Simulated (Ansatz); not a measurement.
# Vibrations of species on Ge(111)

Aim: bond lengths and vibrational modes of species bound on Ge(111).

Main program and level: Ansatz 0.2.0; DFT PBE, scalar-relativistic, plane waves, PAW; PAW set soft_1.

## Step 1: The bulk crystal behind the slab

Symmetry: Fd-3m, No. 227, cubic system. Conventional cell: a = 5.720 Å, b = 5.720 Å, c = 5.720 Å, α = 90.00°, β = 90.00°, γ = 90.00°. Nearest to Ge lie 4 Ge at 2.48 Å.

## Step 2: Relaxation of the host

The host crystal is relaxed at the same level, and its volume sets the scale of the cells that follow.

Contents of input.yaml:

```yaml
crystal:
  lattice:
    - [0.0, 2.86, 2.86]
    - [2.86, 0.0, 2.86]
    - [2.86, 2.86, 0.0]
  atoms:
    - { symbol: Ge, position: [0.0, 0.0, 0.0] }
    - { symbol: Ge, position: [0.25, 0.25, 0.25] }
kpoints:
  mp_grid: { grid: [10, 10, 10] }
hamiltonian:
  xc: pbe
  pseudopotentials: { kind: paw, azcp: { folder: soft_1 } }
scf:
  occupations: { method: gaussian, width: 0.02 }
output:
  forces: true
  stress: true
  eigenvalues: true
relax:
  adjacent_minimum: "off"
  f_tol: 0.002
  max_steps: 60
  cell: { stress_tol: 0.02 }
```

Started as:

```console
> ansatz run input.yaml --threads 8 --pin off --max-ram 20480MiB --backend cpu --events-out ev --progress --plain --runs-dir out
```

Numbers of over 12 decimals in the logs are rounded to 6 here.

Output:

```text
The last accepted step is kept in <dir> (removed where the run ends without a failure and the disk answers)
Engine: ansatz 0.2.0, x86_64-unknown-linux-gnu
Pseudopotentials: kind: paw
Pseudopotential: Ge, paw, valence charge 14, recommended cutoff 420 eV (normal), soft_1/Ge.paw.azcp
Functional definition: PBE
  parameter kappa = 0.804
  parameter beta = 0.066725
  exchange = pbe_x(kappa = kappa, mu = beta*pi^2/3)
[...]
--- Relaxed structure (3 steps of the walk, 3 accepted, 1 SCFs on fresh bases) ---
  F+E_penalty+E_count = -8589.97761606 eV   max|allowed force component| = 8.789e-17 eV/Å   (the final SCF, on the basis selected at the relaxed cell)
  cell:  # Å, volume = 47.7922 Å³
    - [0, 2.880331, 2.880331]
    - [2.880331, 0, 2.880331]
    - [2.880331, 2.880331, 0]
  atoms:
    - { symbol: Ge, position: [0, 0, 0] }
    - { symbol: Ge, position: [0.25, 0.25, 0.25] }
[key lines of the parts left out:]
SCF converged after 7 iterations
Free energy (F): -8589.977616 eV
Fermi energy:    7.851248 eV
P = ⅓ Tr σ = 0.0167 GPa (0.167 kbar)
```

Wall time 2.8 s (8 threads of Intel Xeon at 2.70GHz, shared host); peak memory 0.42 GiB.

The steps of the relaxation:

| step | energy less that of the first step (eV) | largest force component (eV/Å) | pressure (GPa) | volume (Å³) |
| --- | --- | --- | --- | --- |
| 1 | 0.0000 | 0.0000 | 1.34 | 46.79 |
| 2 | -0.0039 | 0.0000 | 0.23 | 47.62 |
| 3 | -0.0040 | 0.0000 | 0.01 | 47.79 |
| 4* | -0.0042 | 0.0000 | 0.02 | 47.79 |

Relaxation steps marked * repeat the geometry before them on a plane-wave basis chosen anew for their cell, so energy and pressure can jump there.

Forces are held to the 48 operations that the run works with; a distortion that breaks them can't arise in this run.

| conventional cell, symmetrised | before | after | change |
| --- | --- | --- | --- |
| a (Å) | 5.720 | 5.761 | +0.7 % |
| b (Å) | 5.720 | 5.761 | +0.7 % |
| c (Å) | 5.720 | 5.761 | +0.7 % |
| volume (Å³/atom) | 23.39 | 23.90 | +2.1 % |

Final coordinates:

```
Ge
1.0
     0.00000    2.88033    2.88033
     2.88033    0.00000    2.88033
     2.88033    2.88033    0.00000
Ge
2
Direct
  0.00000 0.00000 0.00000
  0.25000 0.25000 0.25000
```

Numbers from this step:

```
pressure          : 0.01671 GPa
volume per atom   : 23.90 Å³
gap on the k-mesh : 0 eV
```

The forces vanish by symmetry.

## Step 3: Relaxation in the fixed cell: H

The slab carries H. Its plane takes the lattice constant of the bulk relaxed at this level. The lowest layers and the H atoms that close the back face are held, and the other atoms relax. The program lengthens the typed cell of 32.3 Å along the normal to 58.2 Å, as its cut-off of the electrostatics needs, and moves no atom.

System of this step: H on Ge(111). The cell holds 12 atoms: 10 Ge and 2 H. Cell: a = 4.073 Å, b = 4.073 Å, c = 58.234 Å, α = 90.0°, β = 90.0°, γ = 120.0°. It derives from Ge. Vacuum lies along c.

Contents of input.yaml:

```yaml
crystal:
  lattice:
    - [4.0734029174, 0.0, 0.0]
    - [-2.0367064942, 3.5276707594, 0.0]
    - [0.0, 0.0, 32.3235521642]
  atoms:
    - { symbol: Ge, position: [0.0, 0.0, 0.281972] }
    - { symbol: Ge, position: [0.333333, 0.666667, 0.307696] }
    - { symbol: Ge, position: [0.333333, 0.666667, 0.384867] }
    - { symbol: Ge, position: [0.666667, 0.333333, 0.41059] }
    - { symbol: Ge, position: [0.666667, 0.333333, 0.487761] }
    - { symbol: Ge, position: [0.0, 0.0, 0.513485] }
    - { symbol: Ge, position: [0.0, 0.0, 0.590656] }
    - { symbol: Ge, position: [0.333333, 0.666667, 0.61638] }
    - { symbol: Ge, position: [0.333333, 0.666667, 0.693551] }
    - { symbol: Ge, position: [0.666667, 0.333333, 0.719274] }
    - { symbol: H, position: [0.0, 0.0, 0.233678] }
    - { symbol: H, position: [0.666667, 0.333333, 0.766322] }
  periodic: [true, true, false]
kpoints:
  mp_grid: { grid: [8, 8, 1] }
hamiltonian:
  xc: pbe
  pseudopotentials: { kind: paw, azcp: { folder: soft_1 } }
scf:
  occupations: { method: gaussian, width: 0.03 }
output:
  forces: true
  eigenvalues: true
relax:
  adjacent_minimum: "off"
  f_tol: 0.003
  max_steps: 120
  constraints: [{ sites: [0, 1, 10] }]
```

Output:

```text
Warning: crystal.periodic: the lattice vector that does not repeat stood 0.000° off the slab's normal, 32.324 Å along it as the deck builds it. The run solves the slab on a vector along the normal, 58.234 Å long, with every atom where it was (on the deck's vector they left 15.11 Å outside them, and the widest stretch free of ions among them is 2.49 Å). A fractional position that the run reports is one of the run's ce [...]
Warning: the atoms were moved onto the symmetric positions of the space group found under crystal.symmetry.tolerance 1.0e-5 (fractional; no operation is sought that the atoms, as they stand in a round, miss by more than twice it, and no atom is moved by as much as it), and the run uses the moved positions. Before a round's move an operation carried an atom to 4.07e-6 Å from where it should land, the largest such dist [...]
[...]
crystal.periodic: the lattice vector that does not repeat stood 0.000° off the slab's normal, 32.324 Å along it as the deck builds it. The run solves the slab on a vector along the normal, 58.234 Å long, with every atom where it was (on the deck's vector they left 15.11 Å outside them, and the widest stretch free of ions among them is 2.49 Å). A fractional position that the run reports is one of the run's cell, which [...]
[...]
Crystal: 12 atoms, lattice volume = 836.799 Å³
Basis set: ecut = 420 eV, 16263 PW (Γ), exchange–correlation on 60×60×800 points (8 copies of the dense FFT grid, shifted against one another)
Bands: 86, of which v1, the nominal top of the filled ones, is band 71 counted from 1 (70 counted from 0)
Symmetry: 6 space group operations
[...]
k-points: 10 of 64 (time reversal used)
[...]
SCF iter  10: F=-42981.101085 eV  HF=-42981.101085 eV  |F-HF|=3.55e-8  |Δ(HF+E_count)|=   9.89e-9  Δρ=2.26e-6  dr2=1.10e-7  ethr=1.58e-10  ⟨swp⟩=17.7  Hψ=4921  notcnv=0
SCF 1 converged in 10 iterations: F = -42981.101085 eV  dr2 = 1.10e-7
[...]
relax step   1: F+E_penalty+E_count = -42981.10108484 eV  Δ(F+E_penalty+E_count) = +0.000e0 eV  max|allowed force component| = 8.639e-1 eV/Å  Δτ_max = 0.0000 Å  (10 SCF iters, dr2 threshold 2.25e-7 eV, accepted)
[...]
SCF iter   8: F=-42981.116258 eV  HF=-42981.116260 eV  |F-HF|=2.31e-6  |Δ(HF+E_count)|=   5.10e-6  Δρ=9.72e-6  dr2=2.72e-6  ethr=3.28e-8  ⟨swp⟩=15.9  Hψ=4118  notcnv=0
SCF 2 converged in 8 iterations: F = -42981.116258 eV  dr2 = 2.72e-6
relax step   2: F+E_penalty+E_count = -42981.11625775 eV  Δ(F+E_penalty+E_count) = -1.517e-2 eV  max|allowed force component| = 1.637e-1 eV/Å  Δτ_max = 0.1073 Å  (8 SCF iters, dr2 threshold 4.66e-5 eV, accepted)
SCF iter   1: F=—  HF=-42981.120796 eV  |F-HF|=—  |Δ(HF+E_count)|=         —  Δρ=7.85e-4  dr2=3.74e-3  ethr=2.84e-5  ⟨swp⟩=3.0  Hψ=1433  notcnv=0  defer=86
[...]
SCF iter   7: F=-42981.120196 eV  HF=-42981.120197 eV  |F-HF|=3.80e-7  |Δ(HF+E_count)|=   3.63e-8  Δρ=9.79e-6  dr2=1.05e-6  ethr=1.18e-9  ⟨swp⟩=13.7  Hψ=4766  notcnv=0
SCF 3 converged in 7 iterations: F = -42981.120196 eV  dr2 = 1.05e-6
relax step   3: F+E_penalty+E_count = -42981.12019646 eV  Δ(F+E_penalty+E_count) = -3.939e-3 eV  max|allowed force component| = 1.229e-2 eV/Å  Δτ_max = 0.0300 Å  (7 SCF iters, dr2 threshold 1.68e-6 eV, accepted)
SCF iter   1: F=—  HF=-42981.120223 eV  |F-HF|=—  |Δ(HF+E_count)|=         —  Δρ=1.36e-4  dr2=7.48e-5  ethr=7.37e-7  ⟨swp⟩=2.0  Hψ=1347  notcnv=0  defer=83
[...]
SCF iter   8: F=-42981.120222 eV  HF=-42981.120222 eV  |F-HF|=3.70e-9  |Δ(HF+E_count)|=   1.43e-9  Δρ=7.11e-7  dr2=7.24e-9  ethr=6.64e-12  ⟨swp⟩=11.5  Hψ=4063  notcnv=0
SCF 4 converged in 8 iterations: F = -42981.120222 eV  dr2 = 7.24e-9
relax step   4: F+E_penalty+E_count = -42981.12022154 eV  Δ(F+E_penalty+E_count) = -2.508e-5 eV  max|allowed force component| = 6.279e-4 eV/Å  Δτ_max = 0.0031 Å  (8 SCF iters, accepted)
SCF converged after 8 iterations
Free energy (F): -42981.120222 eV
[...]
Internal energy: -42981.120221 eV  (E = F + TS)
E sigma→0 (E₀):  -42981.120221 eV
Entropy (-TS):   -0.000000 eV (-0.000 meV/atom)
Fermi energy:    -4.298697 eV
[...]
--- Forces (eV/Å), atoms counted from 1 ---
  atom   1  Ge    -0.00000000     0.00000000     0.24717409
  atom   2  Ge     0.00000000    -0.00000000    -0.29112978
  atom   3  Ge    -0.00000000     0.00000000     0.00009863
  atom   4  Ge     0.00000000    -0.00000000    -0.00058647
  atom   5  Ge    -0.00000000     0.00000000    -0.00006259
  atom   6  Ge     0.00000000    -0.00000000    -0.00041317
  atom   7  Ge    -0.00000000     0.00000000    -0.00039988
  atom   8  Ge     0.00000000    -0.00000000    -0.00062787
  atom   9  Ge    -0.00000000     0.00000000    -0.00040493
  atom  10  Ge     0.00000000    -0.00000000    -0.00004986
  atom  11  H      0.00000000     0.00000000     0.04623275
  atom  12  H     -0.00000000     0.00000000     0.00021060
  max |Σ_I F_I| component: 4.15e-5 eV/Å
--- Band table (eV; the first three rows and the last of 10) ---
  k-point 0: bands = [... 67 lower, -4.6730, -4.6730, -4.3845, -4.3845, -4.2164, -4.1528, -4.0225, -3.7531, ... 11 higher]
  k-point 1: bands = [... 67 lower, -5.3341, -5.0690, -4.9412, -4.6355, -3.1185, -3.0095, -2.8635, -2.6765, ... 11 higher]
  k-point 2: bands = [... 67 lower, -5.8933, -5.5070, -5.4764, -5.1542, -3.3341, -3.0372, -2.8248, -2.6466, ... 11 higher]
  k-point 9: bands = [... 67 lower, -6.9457, -6.9350, -6.5044, -6.3507, -2.6559, -2.3493, -2.2255, -1.6321, ... 11 higher]
  ° read free of the cell's end (the report's vacuum.weakly_bound_levels)
--- Relaxed structure (4 steps of the walk, 4 accepted, 0 SCFs on fresh bases) ---
  F+E_penalty+E_count = -42981.12022154 eV   max|allowed force component| = 6.279e-4 eV/Å
  cell:  # Å, volume = 836.7992 Å³
    - [4.073403, 2.9072472806396224e-6, 0.0]
    - [-2.036704, 3.527669, 0.0]
    - [0.0, 0.0, 58.233892]
  atoms:
    - { symbol: Ge, position: [0.0, 0.0, 0.156513] }
    - { symbol: Ge, position: [0.333333, 0.666667, 0.170791] }
    - { symbol: Ge, position: [0.333333, 0.666667, 0.213350] }
    - { symbol: Ge, position: [0.666667, 0.333333, 0.227572] }
    - { symbol: Ge, position: [0.666667, 0.333333, 0.270345] }
    - { symbol: Ge, position: [-5.6158638624888935e-19, -1.3383301714849403e-19, 0.284579] }
[...]
- { symbol: Ge, position: [0.333333, 0.666667, 0.341577] }
    - { symbol: Ge, position: [0.333333, 0.666667, 0.384192] }
    - { symbol: Ge, position: [0.666667, 0.333333, 0.397689] }
    - { symbol: H, position: [0.0, 0.0, 0.129706] }
    - { symbol: H, position: [0.666667, 0.333333, 0.424460] }
```

It took 62 s on 8 threads; peak memory 2.8 GiB.

The steps of the relaxation:

| step | energy less that of the first step (eV) | largest force component (eV/Å) |
| --- | --- | --- |
| 1 | 0.0000 | 0.8639 |
| 2 | -0.0152 | 0.1637 |
| 3 | -0.0191 | 0.0123 |
| 4 | -0.0191 | 0.0006 |

Forces are held to the 6 operations that the run works with; a distortion that breaks them can't arise in this run.

The atoms that moved most (Å):

| atom | dx | dy | dz | length |
| --- | --- | --- | --- | --- |
| Ge10 | 0.000 | 0.000 | -0.091 | 0.091 |
| H12 | 0.000 | 0.000 | -0.052 | 0.052 |
| Ge9 | 0.000 | 0.000 | -0.045 | 0.045 |
| Ge8 | 0.000 | 0.000 | -0.032 | 0.032 |
| Ge7 | 0.000 | 0.000 | -0.029 | 0.029 |
| Ge6 | 0.000 | 0.000 | -0.026 | 0.026 |
| Ge5 | 0.000 | 0.000 | -0.023 | 0.023 |
| Ge4 | 0.000 | 0.000 | -0.019 | 0.019 |

The largest force component left on a free atom is 0.63 meV/Å.

## Step 4: Modes of the chosen sites: H

Only 5 sites are displaced (4 Ge and 1 H), with their periodic images, and all others stay at rest. This gives the modes that are localised on these sites for less work than the whole matrix.

Contents of input.yaml:

```yaml
crystal:
  lattice:
    - [4.0734031213, 2.9072e-06, 0.0]
    - [-2.0367040784, 3.5276691292, 0.0]
    - [0.0, 0.0, 58.2338922379]
  atoms:
    - { symbol: Ge, position: [0.0, 0.0, 0.1565125789] }
    - { symbol: Ge, position: [0.3333333333, 0.6666666667, 0.1707910518] }
    - { symbol: Ge, position: [0.3333333333, 0.6666666667, 0.213349719] }
    - { symbol: Ge, position: [0.6666666667, 0.3333333333, 0.2275716544] }
    - { symbol: Ge, position: [0.6666666667, 0.3333333333, 0.2703451855] }
    - { symbol: Ge, position: [0.0, 0.0, 0.2845790243] }
    - { symbol: Ge, position: [0.0, 0.0, 0.3273473155] }
    - { symbol: Ge, position: [0.3333333333, 0.6666666667, 0.3415772873] }
    - { symbol: Ge, position: [0.3333333333, 0.6666666667, 0.3841924074] }
    - { symbol: Ge, position: [0.6666666667, 0.3333333333, 0.3976888554] }
    - { symbol: H, position: [0.0, 0.0, 0.1297063056] }
    - { symbol: H, position: [0.6666666667, 0.3333333333, 0.424459651] }
  periodic: [true, true, false]
kpoints:
  mp_grid: { grid: [8, 8, 1] }
hamiltonian:
  xc: pbe
  pseudopotentials: { kind: paw, azcp: { folder: soft_1 } }
scf:
  occupations: { method: gaussian, width: 0.03 }
output:
  eigenvalues: true
phonons:
  method: fd
  supercell: [1, 1, 1]
  displaced_sites: [6, 7, 8, 9, 11]
  rigid_motions: translations
```

Output:

```text
[...]
Crystal: 12 atoms, lattice volume = 836.799 Å³
Basis set: ecut = 420 eV, 16263 PW (Γ), exchange–correlation on 60×60×800 points (8 copies of the dense FFT grid, shifted against one another)
Bands: 86, of which v1, the nominal top of the filled ones, is band 71 counted from 1 (70 counted from 0)
Symmetry: 6 space group operations
k-points: 10 of 64 (time reversal used)
[...]
SCF iter  15: F=-42981.120222 eV  HF=-42981.120222 eV  |F-HF|=3.57e-10  |Δ(HF+E_count)|=  4.00e-10  Δρ=4.24e-8  dr2=1.80e-11  ethr=1.00e-12  ⟨swp⟩=16.4  Hψ=4954  notcnv=0
SCF 1 converged in 15 iterations: F = -42981.120222 eV  dr2 = 1.80e-11
[...]
Symmetry: 2 space group operations
k-points: 21 of 64 (time reversal used)
[...]
SCF iter  11: F=-42981.120188 eV  HF=-42981.120188 eV  |F-HF|=4.80e-10  |Δ(HF+E_count)|=  4.66e-10  Δρ=1.34e-8  dr2=2.04e-12  ethr=1.00e-12  ⟨swp⟩=8.1  Hψ=8332  notcnv=0
SCF 2 converged in 11 iterations: F = -42981.120188 eV  dr2 = 2.04e-12
[...]
SCF iter   7: F=-42981.120189 eV  HF=-42981.120189 eV  |F-HF|=1.40e-9  |Δ(HF+E_count)|=  4.51e-10  Δρ=1.69e-8  dr2=1.46e-12  ethr=1.00e-12  ⟨swp⟩=6.5  Hψ=8267  notcnv=0
SCF 3 converged in 7 iterations: F = -42981.120189 eV  dr2 = 1.46e-12
[...]
SCF iter  11: F=-42981.120187 eV  HF=-42981.120187 eV  |F-HF|=1.05e-9  |Δ(HF+E_count)|=  6.69e-10  Δρ=1.41e-8  dr2=3.71e-12  ethr=1.00e-12  ⟨swp⟩=8.2  Hψ=8350  notcnv=0
SCF 4 converged in 11 iterations: F = -42981.120187 eV  dr2 = 3.71e-12
[...]
SCF iter   7: F=-42981.120189 eV  HF=-42981.120189 eV  |F-HF|=1.75e-9  |Δ(HF+E_count)|=  3.64e-10  Δρ=1.95e-8  dr2=2.98e-12  ethr=1.00e-12  ⟨swp⟩=7.9  Hψ=8074  notcnv=0
SCF 5 converged in 7 iterations: F = -42981.120189 eV  dr2 = 2.98e-12
[...]
SCF iter  11: F=-42981.120185 eV  HF=-42981.120185 eV  |F-HF|=8.15e-10  |Δ(HF+E_count)|=  1.96e-10  Δρ=1.85e-8  dr2=3.06e-12  ethr=1.00e-12  ⟨swp⟩=7.3  Hψ=9008  notcnv=0
SCF 6 converged in 11 iterations: F = -42981.120185 eV  dr2 = 3.06e-12
[...]
SCF iter   7: F=-42981.120187 eV  HF=-42981.120187 eV  |F-HF|=2.33e-10  |Δ(HF+E_count)|=  8.00e-10  Δρ=2.51e-8  dr2=4.45e-12  ethr=1.00e-12  ⟨swp⟩=7.5  Hψ=9107  notcnv=0
SCF 7 converged in 7 iterations: F = -42981.120187 eV  dr2 = 4.45e-12
[...]
SCF iter  11: F=-42981.120178 eV  HF=-42981.120178 eV  |F-HF|=1.28e-9  |Δ(HF+E_count)|=  7.57e-10  Δρ=1.11e-8  dr2=2.58e-12  ethr=1.00e-12  ⟨swp⟩=8.3  Hψ=8660  notcnv=0
SCF 8 converged in 11 iterations: F = -42981.120178 eV  dr2 = 2.58e-12
[...]
SCF iter   7: F=-42981.120178 eV  HF=-42981.120178 eV  |F-HF|=1.16e-10  |Δ(HF+E_count)|=  2.11e-10  Δρ=2.16e-8  dr2=1.43e-12  ethr=1.00e-12  ⟨swp⟩=7.0  Hψ=8476  notcnv=0
SCF 9 converged in 7 iterations: F = -42981.120178 eV  dr2 = 1.43e-12
[...]
SCF iter  12: F=-42981.120205 eV  HF=-42981.120205 eV  |F-HF|=4.66e-10  |Δ(HF+E_count)|=  1.02e-10  Δρ=5.25e-9  dr2=1.99e-12  ethr=1.00e-12  ⟨swp⟩=5.2  Hψ=6547  notcnv=0
SCF 10 converged in 12 iterations: F = -42981.120205 eV  dr2 = 1.99e-12
[...]
SCF iter   7: F=-42981.120204 eV  HF=-42981.120204 eV  |F-HF|=6.98e-10  |Δ(HF+E_count)|=   1.73e-9  Δρ=1.26e-8  dr2=9.53e-13  ethr=1.00e-12  ⟨swp⟩=7.0  Hψ=8505  notcnv=0
SCF 11 converged in 7 iterations: F = -42981.120204 eV  dr2 = 9.53e-13
SCF converged after 15 iterations
Free energy (F): -42981.120222 eV
[...]
Internal energy: -42981.120221 eV  (E = F + TS)
E sigma→0 (E₀):  -42981.120221 eV
Entropy (-TS):   -0.000000 eV (-0.000 meV/atom)
Fermi energy:    -4.298709 eV
[...]
--- Forces (eV/Å), atoms counted from 1 ---
  atom   1  Ge     0.00000000     0.00000000     0.24718525
  atom   2  Ge    -0.00000000    -0.00000000    -0.29112594
  atom   3  Ge     0.00000000     0.00000000     0.00007801
  atom   4  Ge    -0.00000000    -0.00000000    -0.00057096
  atom   5  Ge     0.00000000     0.00000000    -0.00007831
  atom   6  Ge     0.00000000    -0.00000000    -0.00042277
  atom   7  Ge     0.00000000     0.00000000    -0.00039312
  atom   8  Ge    -0.00000000    -0.00000000    -0.00065049
  atom   9  Ge     0.00000000     0.00000000    -0.00041041
  atom  10  Ge    -0.00000000    -0.00000000    -0.00005198
  atom  11  H      0.00000000    -0.00000000     0.04623692
  atom  12  H      0.00000000     0.00000000     0.00020555
  max |Σ_I F_I| component: 1.75e-6 eV/Å
--- Band table (eV; the first three rows and the last of 10) ---
  k-point 0: bands = [... 67 lower, -4.6730, -4.6730, -4.3845, -4.3845, -4.2164, -4.1528, -4.0226, -3.7531, ... 11 higher]
  k-point 1: bands = [... 67 lower, -5.3341, -5.0691, -4.9412, -4.6355, -3.1185, -3.0095, -2.8635, -2.6765, ... 11 higher]
  k-point 2: bands = [... 67 lower, -5.8933, -5.5070, -5.4764, -5.1543, -3.3341, -3.0372, -2.8248, -2.6466, ... 11 higher]
  k-point 9: bands = [... 67 lower, -6.9457, -6.9351, -6.5044, -6.3507, -2.6559, -2.3493, -2.2255, -1.6321, ... 11 higher]
  ° read free of the cell's end (the report's vacuum.weakly_bound_levels)
--- Phonons: 10 displaced members + reference (amplitude 0.0025 Å, Σ member SCF iterations 91) ---
  symmetry images taken by strict's conditions (phonons.symmetry_images: auto; settled by no image being taken that strict refuses)
  force constants formed among 5 of 12 sites (Ge 6, Ge 7, Ge 8, Ge 9, H 11); the other 7 at rest. The modes move the named sites alone.
  the frequencies, the zero-point energy and the sums are of the block with the acoustic sum rule laid on its rows. Row sums over every site: 1.7e-4 eV/Å² at the most
  transpose residual: 1.3e-4 eV/Å²
  largest component of a force at the reference: 6.5e-4 eV/Å on a named site, 2.9e-1 eV/Å on a site at rest
  frequencies among the named sites at Γ of the cell (cm⁻¹): 25.49 25.49 54.76 54.76 57.20 162.18 229.01 270.69 270.69 275.65 276.73 276.73 535.16 535.16 1970.93
  unstable modes among the named sites: 0
  frequencies as built, with no sum rule (cm⁻¹): 25.49 25.49 54.76 54.76 57.21 162.18 229.02 270.69 270.69 275.66 276.73 276.73 535.19 535.19 1970.93
  zero-point energy: 0.311242 eV/cell   skipped modes (ω ≤ 0): 0
  not written: the harmonic force-constant file, the file of eigenvectors (these modes' are written with the force constants), the density of states and the dispersion, which are of every site
```

Run time: 4.2 min. Hardware: 8 threads; peak memory 3.4 GiB.

The other atoms of the cell are at rest; shares are of the kinetic energy, a minus sign marks an imaginary mode, and where like sites share a mode the one named is one choice of several. Modes of the displaced sites:

| mode | frequency (cm⁻¹) | share of Ge (%) | share of H (%) | site with the largest share | its share (%) |
| --- | --- | --- | --- | --- | --- |
| 1 | 25.5 | 100 | 0 | Ge10 | 34 |
| 2 | 25.5 | 100 | 0 | Ge10 | 34 |
| 3 | 54.8 | 100 | 0 | Ge7 | 35 |
| 4 | 54.8 | 100 | 0 | Ge7 | 35 |
| 5 | 57.2 | 99 | 1 | Ge10 | 42 |
| 6 | 162.2 | 100 | 0 | Ge10 | 35 |
| 7 | 229.0 | 100 | 0 | Ge7 | 48 |
| 8 | 270.7 | 100 | 0 | Ge7 | 42 |
| 9 | 270.7 | 100 | 0 | Ge7 | 42 |
| 10 | 275.6 | 100 | 0 | Ge8 | 43 |
| 11 | 276.7 | 98 | 2 | Ge9 | 44 |
| 12 | 276.7 | 98 | 2 | Ge9 | 44 |
| 13 | 535.2 | 2 | 98 | H12 | 98 |
| 14 | 535.2 | 2 | 98 | H12 | 98 |
| 15 | 1970.9 | 1 | 99 | H12 | 99 |

The same force constants with another mass on the added atoms, against the natural mean mass; listed are the real modes with at least half of their motion on these atoms, followed through small steps of mass, less those that pass through avoided crossings, where the squared overlap of new and old mass-weighted patterns is under 0.8. Modes after a change of mass:

| substitution | mode | frequency (cm⁻¹) | after (cm⁻¹) | ratio |
| --- | --- | --- | --- | --- |
| D for H | 13 | 535.2 | 384.1 | 1.393 |
| D for H | 14 | 535.2 | 384.1 | 1.393 |
| D for H | 15 | 1970.9 | 1403.4 | 1.404 |

The highest mode of the block lies at 1970.9 cm⁻¹; the acoustic sum rule moved it by 0.0 cm⁻¹.

(Part 1 of 2 ends here.)

[Logs are printed without paths, hosts, clocks, repeated set-up lines and the standing remarks that a program may print on its own settings, such as how far it seeks lower states.]

[Hosts, paths, dates, database ids (printed as entryN), source tags and the programs' standing remarks are cut or masked in the printed files.]
